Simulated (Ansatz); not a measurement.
## La3InB (Pm-3m): a soft mode frozen in

Aim: this structure of La3InB (Pm-3m) is to be tested for unstable modes, and one is followed downhill.

Program: Ansatz 0.2.0. Level of theory: DFT PBEsol, scalar-relativistic, plane waves, PAW; PAW set soft_1. Values are calculated unless marked as measured.

This is a report of a sequence of runs, with the program logs left out and the cost of each run kept.

### Step 1. The system as given

The structure is cubic, space group Pm-3m (No. 221). Conventional cell: a = 5.247 Å, b = 5.247 Å, c = 5.247 Å, α = 90.00°, β = 90.00°, γ = 90.00°. La has 2 B at 2.62 Å and 8 La at 3.71 Å and 4 In at 3.71 Å nearest. Nearest to In lie 12 La at 3.71 Å. Nearest to B lie 6 La at 2.62 Å. Farther neighbours, and contacts between anions beyond the nearest, are not listed.

### Step 2. Response at finite wavevector

Stability and thermal properties need the whole zone. Linear response on a 2×2×2 q mesh gives force constants as far as a supercell of that size would.

Input file input.yaml:

```yaml
crystal:
  lattice:
    - [5.2472787968, 0.0, 0.0]
    - [0.0, 5.2472787968, 0.0]
    - [0.0, 0.0, 5.2472787968]
  atoms:
    - { symbol: La, position: [0.5, 0.0, 0.5] }
    - { symbol: La, position: [0.5, 0.5, 0.0] }
    - { symbol: La, position: [0.0, 0.5, 0.5] }
    - { symbol: In, position: [0.0, 0.0, 0.0] }
    - { symbol: B, position: [0.5, 0.5, 0.5] }
kpoints:
  mp_grid: { grid: [8, 8, 8] }
hamiltonian:
  xc: pbesol
  pseudopotentials: { kind: paw, azcp: { folder: soft_1 }, xc_functional: pbe }
scf:
  occupations: { method: methfessel_paxton, width: 0.2 }
output:
  eigenvalues: true
phonons:
  method: dfpt
  qmesh: [2, 2, 2]
  temperatures: { t_max: 1000, t_step: 50 }
  qpath:
    path:
      - [[0.0, 0.0, 0.0], [0.0, 0.5, 0.0], [0.5, 0.5, 0.0], [0.0, 0.0, 0.0], [0.5, 0.5, 0.5], [0.0, 0.5, 0.0]]
      - [[0.5, 0.5, 0.5], [0.5, 0.5, 0.0]]
    npoints: 10
```

The run is started by

```
> ansatz run input.yaml --threads 4 --pin off --max-ram 10240MiB --backend cpu --events-out ev --progress --plain --runs-dir out
```

The job ended after 4.7 min (4 threads of AMD EPYC 9B14 (Zen 4), shared host; peak memory 2.1 GiB; 18 min of CPU time).

This step gave:

```yaml
volume_per_atom: 28.90 Å³
gap_on_the_k_mesh: 0 eV
sum_rule_residual_before_enforcement: 4.67e-5 eV/Å²
lowest_frequency_on_the_path: -118.0 cm⁻¹
point_group: m-3m
highest_frequency_on_path_mesh_or_solved_points: 410.3 cm⁻¹
highest_optical_mode_at_the_zone_centre_no_lo_to_term: 162.0 cm⁻¹
lowest_optical_zone_centre_mode: -118.0 cm⁻¹
lowest_mode_on_the_q_mesh_acoustic_modes_at_gamma_apart: -118.0 cm⁻¹
```

Frequencies (cm⁻¹) solved at each irreducible wavevector; negative means imaginary. Frequencies by wavevector, by row:

```
q in reciprocal lattice units  star  mode 1  mode 2  mode 3  mode 4  mode 13  mode 14  mode 15
                        0 0 0     1    -118    -118    -118   -59.9      162      162      162
                     0 0 -0.5     3   -12.6   -12.6    36.8      42    305.2    305.2    329.7
                  0 -0.5 -0.5     3    18.3    53.6    53.6    61.9    349.5    361.8    361.8
               -0.5 -0.5 -0.5     1    -3.7    -3.7    -3.7      54    410.3    410.3    410.3
```

Interpolated from a 2×2×2 q mesh. The phonon branches at the labelled points (cm⁻¹):

```
    point  branch 1  branch 2  branch 3  branch 4  branch 12  branch 13  branch 14  branch 15
        Γ      -118      -118      -118       -60         67        162        162        162
  halfway       -44       -44       -33        24        125        230        230        236
        X       -13       -13        37        42        143        305        305        330
  halfway        22        37        43        48        142        328        333        346
        M        18        54        54        62        145        350        362        362
  halfway       -28       -12        28        36        125        282        288        289
        Γ      -118      -118      -118       -60         67        162        162        162
  halfway       -26        25        25        60        131        325        325        325
        R        -4        -4        -4        54        166        410        410        410
  halfway        16        23        34        64        145        357        358        367
        X       -13       -13        37        42        143        305        305        330
jump to R        -4        -4        -4        54        166        410        410        410
  halfway        13        27        27        62        154        380        387        387
        M        18        54        54        62        145        350        362        362
```

Symmetry leaves 4 wavevectors to solve. The lowest mode among them, the acoustic zeros apart, lies at Γ and is imaginary, 118.0i cm⁻¹, so the energy falls along it.

### Step 3. The mode frozen in, largest atomic shift 0 Å

The mode followed lies at Γ with frequency 59.9i cm⁻¹ and is 3-fold degenerate, one of the unstable modes though not the softest. At small amplitude the pattern taken leaves space group no. 155 by a symmetry search on the positions. The undistorted cell that holds it gives the zero of energy on the same k mesh.

input.yaml, the sections that differ from step 2:

```yaml
output:
  forces: true
  stress: true
  eigenvalues: true
# crystal, kpoints, hamiltonian, scf: as in step 2
# phonons: removed
```

The job ended after 2.1 s (4 threads; peak memory 0.6 GiB; 7.6 s of CPU time).

Read from the output:

```yaml
pressure: -1.25e-4 GPa
energy_from_the_undistorted_cell: 0 meV/atom
```

The run ends at a pressure of 0.00 GPa.

### Step 4. The mode frozen in, largest atomic shift 0.22 Å

The atoms are moved along the unstable eigenvector, the largest shift by 0.22 Å, with the cell fixed.

input.yaml, the sections that differ from step 3:

```yaml
crystal:
  lattice:
    - [5.2472787968, 0.0, 0.0]
    - [0.0, 5.2472787968, 0.0]
    - [0.0, 0.0, 5.2472787968]
  atoms:
    - { symbol: La, position: [0.5296465078, 0.0, 0.5296465078] }
    - { symbol: La, position: [0.4703534922, 0.4703534922, 0.0] }
    - { symbol: La, position: [0.0, 0.5296465078, 0.4703534922] }
    - { symbol: In, position: [0.0, 0.0, 0.0] }
    - { symbol: B, position: [0.5, 0.5, 0.5] }
# kpoints, hamiltonian, scf, output: as in step 3
```

The job ended after 5.9 s (4 threads; peak memory 0.62 GiB).

Numbers from this step:

| Property | Result |
| --- | --- |
| pressure | -0.5053 GPa |
| energy from the undistorted cell | -9.156 meV/atom |

The energy, extrapolated to zero smearing, is -9.16 meV/atom against the undistorted cell.

The run ends at a pressure of -0.51 GPa, with forces up to 0.052 eV/Å.

### Step 5. Energy along the mode, all amplitudes (two of the runs are shown above)

An imaginary frequency means negative curvature, so the energy should fall and then rise again as anharmonic terms take over.

Numbers from this step:

* depth at the lowest point sampled: 9.156 meV/atom
* largest atomic shift at that point: 0.22 Å

Table of energy from the parent by largest atomic shift:

```
largest atomic shift (Å)  energy from the parent (meV/atom)
                   0.000                                  0
                   0.040                             -0.854
                   0.080                              -3.17
                   0.140                              -7.50
                   0.220                              -9.16
                   0.320                               2.65
                   0.450                               50.2
```

Displacement at unit largest shift by atom:

```
atom   x (Å)   y (Å)   z (Å)   size
 La1   0.707   0.000   0.707  1.000
 La2  -0.707  -0.707   0.000  1.000
 La3   0.000   0.707  -0.707  1.000
 In4   0.000   0.000   0.000  0.000
  B5   0.000   0.000   0.000  0.000
```

The lowest step is at 0.22 Å, 9.16 meV/atom below the parent, and the energy rises beyond it.

### Step 6. Relaxation from the frozen mode

Starting from the lowest point found, all atoms and the cell are let go, so that strain and other modes of the same symmetry can join in.

input.yaml, as its differences from that of step 4:

```diff
@@ -22 +22,6 @@
   eigenvalues: true
+relax:
+  adjacent_minimum: "off"
+  f_tol: 0.002
+  max_steps: 120
+  cell: { stress_tol: 0.03 }
```

Elapsed: 27 s, on 4 threads; peak memory 0.68 GiB; 1.8 min of CPU time.

Relaxation path:

```
step  energy less that of the first step (eV)  largest force component (eV/Å)  pressure (GPa)  volume (Å³)
   1                                   0.0000                          0.0367           -0.51       144.48
   2                                  -0.0066                          0.0272            0.39       141.95
   3                                  -0.0086                          0.0032            0.00       142.95
   4                                  -0.0086                          0.0004           -0.01       142.95
  5*                                  -0.0085                          0.0004           -0.01       142.95
```

Relaxation steps marked * repeat the geometry before them on a plane-wave basis chosen anew for their cell, so energy and pressure can jump there.

The run keeps the 6 symmetry operations that the program found, so distortions that break them were not tested.

```
conventional cell, symmetrised  before  after  change
                         a (Å)   7.421  7.440  +0.3 %
                         b (Å)   7.421  7.440  +0.3 %
                         c (Å)   9.089  8.946  -1.6 %
              volume (Å³/atom)   28.90  28.59  -1.1 %
```

The atoms that moved most (Å, as changes of fractional coordinates times the final cell):

```
atom      dx      dy      dz  length
 La1  -0.009   0.000  -0.009   0.013
 La3   0.000  -0.009   0.009   0.013
 La2   0.009   0.009   0.000   0.013
```

The relaxed structure:

```cif
data_structure
_symmetry_space_group_name_H-M 'P 1'
_symmetry_Int_Tables_number 1
_cell_length_a 5.2291
_cell_length_b 5.2291
_cell_length_c 5.2291
_cell_angle_alpha 90.696
_cell_angle_beta 89.304
_cell_angle_gamma 89.304
_cell_volume 142.95
loop_
_atom_site_label
_atom_site_type_symbol
_atom_site_fract_x
_atom_site_fract_y
_atom_site_fract_z
_atom_site_occupancy
La1 La 0.52786 0.00000 0.52786 1
La2 La 0.47214 0.47214 0.00000 1
La3 La 0.00000 0.52786 0.47214 1
In4 In 0.00000 0.00000 0.00000 1
B5 B 0.50000 0.50000 0.50000 1
```

Read from the output:

- pressure: -0.007160 GPa
- volume per atom: 28.59 Å³

The distorted start has space group R32; the relaxation ends in R32.

### Step 7. The new phase in its own primitive cell

The relaxed structure is symmetrised, reduced to its primitive cell and relaxed tightly, as its phonons need.

input.yaml, the sections that differ from step 6:

```yaml
crystal:
  lattice:
    - [3.7199060204, 2.1476887422, 2.9821386154]
    - [-3.7199060204, 2.1476887422, 2.9821386154]
    - [0.0, -4.2953774844, 2.9821386154]
  atoms:
    - { symbol: La, position: [0.0, 0.4721417929, 0.5278582071] }
    - { symbol: La, position: [0.4721417929, 0.5278582071, 0.0] }
    - { symbol: La, position: [0.5278582071, 0.0, 0.4721417929] }
    - { symbol: In, position: [0.0, 0.0, 0.0] }
    - { symbol: B, position: [0.5, 0.5, 0.5] }
kpoints:
  mp_grid: { grid: [9, 9, 9] }
relax:
  adjacent_minimum: "off"
  f_tol: 0.001
  max_steps: 60
  cell: { stress_tol: 0.01 }
# hamiltonian, scf, output: as in step 6
```

The job ended after 21 s (4 threads; peak memory 0.72 GiB; 83 s of CPU time).

Little changed from the start: no atom moved by 0.005 Å and no cell edge by 0.1 %.

This step gave:

- pressure: -0.005114 GPa

The largest force component left is 0.89 meV/Å and the pressure is -0.005 GPa, within the tolerances set. The cell now holds 28.59 Å³/atom.

### Step 8. Modes of the new phase, k-mesh 9×9×9

A relaxed structure may still be a saddle point, so its zone-centre modes are computed. No field response is asked, since the mesh shows no gap.

input.yaml, the sections that differ from step 7:

```yaml
crystal:
  lattice:
    - [3.7198000355, 2.1476275518, 2.9827966606]
    - [-3.7198000355, 2.1476275518, 2.9827966606]
    - [0.0, -4.2952551036, 2.9827966606]
  atoms:
    - { symbol: La, position: [0.0, 0.4720345206, 0.5279654794] }
    - { symbol: La, position: [0.4720345206, 0.5279654794, 0.0] }
    - { symbol: La, position: [0.5279654794, 0.0, 0.4720345206] }
    - { symbol: In, position: [0.0, 0.0, 0.0] }
    - { symbol: B, position: [0.5, 0.5, 0.5] }
output:
  eigenvalues: true
phonons:
  method: dfpt
# kpoints, hamiltonian, scf: as in step 7
# relax: removed
```

Wall time 4.4 min (4 threads); peak memory 6.6 GiB; 17 min of CPU time.

This step gave:

| Item | Value |
| --- | --- |
| sum-rule residual before enforcement | 4.62e-5 eV/Å² |
| point group | 32 |
| highest optical mode at the zone centre (no LO-TO term) | 306.1 cm⁻¹ |
| lowest optical zone-centre mode | -33.96 cm⁻¹ |

Patterns of degenerate modes are one choice out of their space. The modes at Γ (shares of kinetic energy by element, %) (negative means imaginary):

```
mode  frequency (cm⁻¹)  symmetry  La %  In %  B %
   1             -34.0         E   100     0    0
   2             -34.0         E   100     0    0
   3               0.0  acoustic    77    21    2
   4               0.0  acoustic    77    21    2
   5               0.0  acoustic    77    21    2
   6              69.6        A1   100     0    0
   7              70.0        A2    26    67    7
   8              74.9         E    22    77    1
   9              74.9         E    22    77    1
  10              77.2        A2    71    12   17
  11             104.6         E    93     1    6
  12             104.6         E    93     1    6
  13             227.2        A2    26     0   74
  14             306.1         E     9     0   91
  15             306.1         E     9     0   91
```

Displacements in mode 2 (-34.0 cm⁻¹), the largest set to 1:
```
La1  0.41 -0.48 -0.18
La2  0.22  0.64  1.00
La3 -0.66 -0.09 -0.82
In4  0.04 -0.10  0.00
B5  -0.02  0.05  0.00
```

Displacements in mode 15 (306.1 cm⁻¹), the largest set to 1:
```
La1 -0.06 -0.04 -0.05
La2  0.01 -0.04  0.03
La3 -0.02  0.02  0.02
In4  0.00  0.00  0.00
B5   1.00  0.74  0.00
```

Before it was imposed, the acoustic sum rule was missed by 4.6e-5 eV/Å². Small misses are needed for a sound result but don't prove that mesh and cutoff are converged. The lowest optical mode is imaginary, 34.0i cm⁻¹, so the energy falls along it.

### Step 9. Summary of results

| Property | Result |
| --- | --- |
| unstable mode of the parent | q = (0, 0, 0), 60i cm⁻¹ |
| depth at the lowest point sampled | 9.16 meV/atom |
| largest atomic shift at that point | 0.22 Å |
| space group reached | R32 |
| energy gained over the parent (first relaxation, on the mesh of the frozen mode) | 10.8 meV/atom |
| volume per atom, phase reached | 28.6 Å³ |
| lowest optical zone-centre mode, phase reached | -34.0 cm⁻¹ |
| highest optical mode at the zone centre (no LO-TO term), phase reached | 306 cm⁻¹ |

**Reading.** Along this mode the structure falls into R32, 10.8 meV/atom below the parent. At the parent's cell the well is 9.156 meV/atom deep on the steps tried, with its lowest point at a shift of 0.22 Å. Relaxing atoms and cell changes the gain by +1.69 meV/atom against the lowest step (energies at zero smearing). The new phase still has an imaginary mode at the zone centre of its cell, so it is a saddle point on the way to a lower structure. Of the 6 patterns followed from this parent, this one ends 3.22 meV/atom above the lowest, P-4m2. Each path keeps the symmetry of its pattern, so a lower phase may lie along a pattern not tried. With no gap, or one that is small against the smearing, the frequencies hang on the k mesh and the smearing, most of all near Kohn anomalies. The phonon runs are without spin polarisation, although the cell has an odd electron count. Spin-orbit coupling is left out, which can matter for the heavy elements here. The PAW files were made for PBE and serve the other functionals too.

[Long decimals in the printed logs are rounded to 6 places.]

[Logs are printed without paths, hosts, clocks, repeated set-up lines and the standing remarks that a program may print on its own settings, such as how far it seeks lower states.]

[Hosts, paths, dates, database ids (printed as entryN), source tags and the programs' standing remarks are cut or masked in the printed files.]

[Where the starting crystal was built by hand or by swapping elements, it need not be the compound's stable phase.]
